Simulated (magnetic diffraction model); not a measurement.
# Mg3Mn3VSb below its ordering temperature

Space group Amm2 (no. 38), a = 4.6620 Å, b = 6.0490 Å, c = 10.0680 Å.

| site | atom | x | y | z |
| --- | --- | --- | --- | --- |
| 2b | Sb | 1/2 | 1/2 | 0.1715 |
| 2a | Mn | 0 | 1/2 | 0.8360 |
| 4d | Mn | 0 | 0.7408 | 0.0812 |
| 2a | V | 0 | 1/2 | 0.3393 |
| 2b | Mg | 1/2 | 1/2 | 0.6665 |
| 4e | Mg | 1/2 | 0.7516 | 0.9184 |

This is a made-up structure (elements placed in a structure type, unrelaxed), so the numbers test the method and describe no known phase.

Only Mn is taken to order (form factors of Mn2+); orders and moment sizes are assumed, and not adapted to the symmetry. Radiation: neutrons of λ = 1.8 Å, 8° to 50°; isotropic B of 0.46 Å² (Sb), 0.69 Å² (Mn), 0.61 Å² (V) and 0.76 Å² (Mg). Simulated constant-wavelength pattern: nuclear and magnetic terms add, the magnetic one as |2.695 fm × Σ f S⊥ exp(2πi Q·r) exp(−B s²)|², summed over all Q at one angle with the factor 1/(sin²θ cos θ). For collinear order S is the moment m, which repeats by lattice and centring translations R with the sign exp(−2πi k·R). Free-ion form factors, Sears's scattering lengths of 1992, no absorption; a label names one of the reflections at its angle. The strongest nuclear line in the range is 100, and lines under 0.2 are left out.

Above the ordering temperature:

| 2θ (°) | index | I |
| --- | --- | --- |
| 19.99 | (0 1 1) | 3.1 |
| 20.60 | (0 0 2) | 1.2 |
| 22.26 | (1 0 0) | 100.0 |
| 30.09 | (1 1 1) | 1.9 |
| 30.51 | (1 0 2) | 1.1 |
| 34.62 | (0 2 0) | 0.5 |
| 35.72 | (0 1 3) | 0.7 |
| 40.63 | (0 2 2) | 47.4 |
| 41.55 | (1 2 0) | 0.5 |
| 41.90 | (0 0 4) | 23.4 |
| 42.49 | (1 1 3) | 1.3 |
| 45.42 | (2 0 0) | 2.4 |
| 46.81 | (1 2 2) | 31.8 |
| 47.95 | (1 0 4) | 13.6 |

Below it (cell unchanged):

```csv
2θ (°),I
19.99,8.1
20.60,5.5
22.26,119.8
30.09,5.7
30.51,3.6
34.62,0.9
35.72,2.4
40.63,53.6
41.55,1.0
41.90,28.6
42.49,3.1
45.42,4.8
46.81,39.7
47.95,19.5
```

**Question.** Find the propagation vector, then choose among these models:
A. collinear moments along [110], 2.62 μB on Mn; signs + at (0, 1/2, 0.8360), − at (0, 0.7408, 0.0812), + at (0, 0.2592, 0.0812)
B. collinear moments along [001], 2.62 μB on Mn; signs + at (0, 1/2, 0.8360), − at (0, 0.7408, 0.0812), + at (0, 0.2592, 0.0812)
C. collinear moments along [110], 2.62 μB on Mn; signs + at (0, 1/2, 0.8360), + at (0, 0.7408, 0.0812), + at (0, 0.2592, 0.0812)
D. collinear moments along [001], 2.62 μB on Mn; signs + at (0, 1/2, 0.8360), + at (0, 0.7408, 0.0812), + at (0, 0.2592, 0.0812)

No line moves, and magnetic intensity falls on nuclear lines such as the one at 22.26°, so the magnetic cell equals the chemical primitive cell: k = 0.

Magnetic intensity, observed (below minus above) and for each model:

| 2θ (°) | index | observed | A | B | C | D |
| --- | --- | --- | --- | --- | --- | --- |
| 19.99 | (0 1 1) | 5.0 | 24.4 | 33.3 | 5.0 | 6.8 |
| 22.26 | (1 0 0) | 19.8 | 2.2 | 3.5 | 19.8 | 31.5 |
| 30.09 | (1 1 1) | 3.8 | 18.7 | 28.1 | 3.8 | 5.8 |
| 35.72 | (0 1 3) | 1.6 | 8.2 | 2.3 | 1.6 | 0.5 |
| 40.63 | (0 2 2) | 6.2 | 0.7 | 1.0 | 6.2 | 8.4 |
| 42.49 | (1 1 3) | 1.7 | 8.7 | 5.0 | 1.7 | 1.0 |
| 46.81 | (1 2 2) | 7.9 | 0.9 | 1.3 | 7.9 | 11.2 |
| 47.95 | (1 0 4) | 6.0 | 0.7 | 0.2 | 6.0 | 1.5 |

Model C matches.

The structure used: k = (0 0 0), collinear moments along [110], 2.62 μB on Mn; signs + at (0, 1/2, 0.8360), + at (0, 0.7408, 0.0812), + at (0, 0.2592, 0.0812).

[Logs are printed without paths, hosts, clocks, repeated set-up lines and the standing remarks that a program may print on its own settings, such as how far it seeks lower states.]
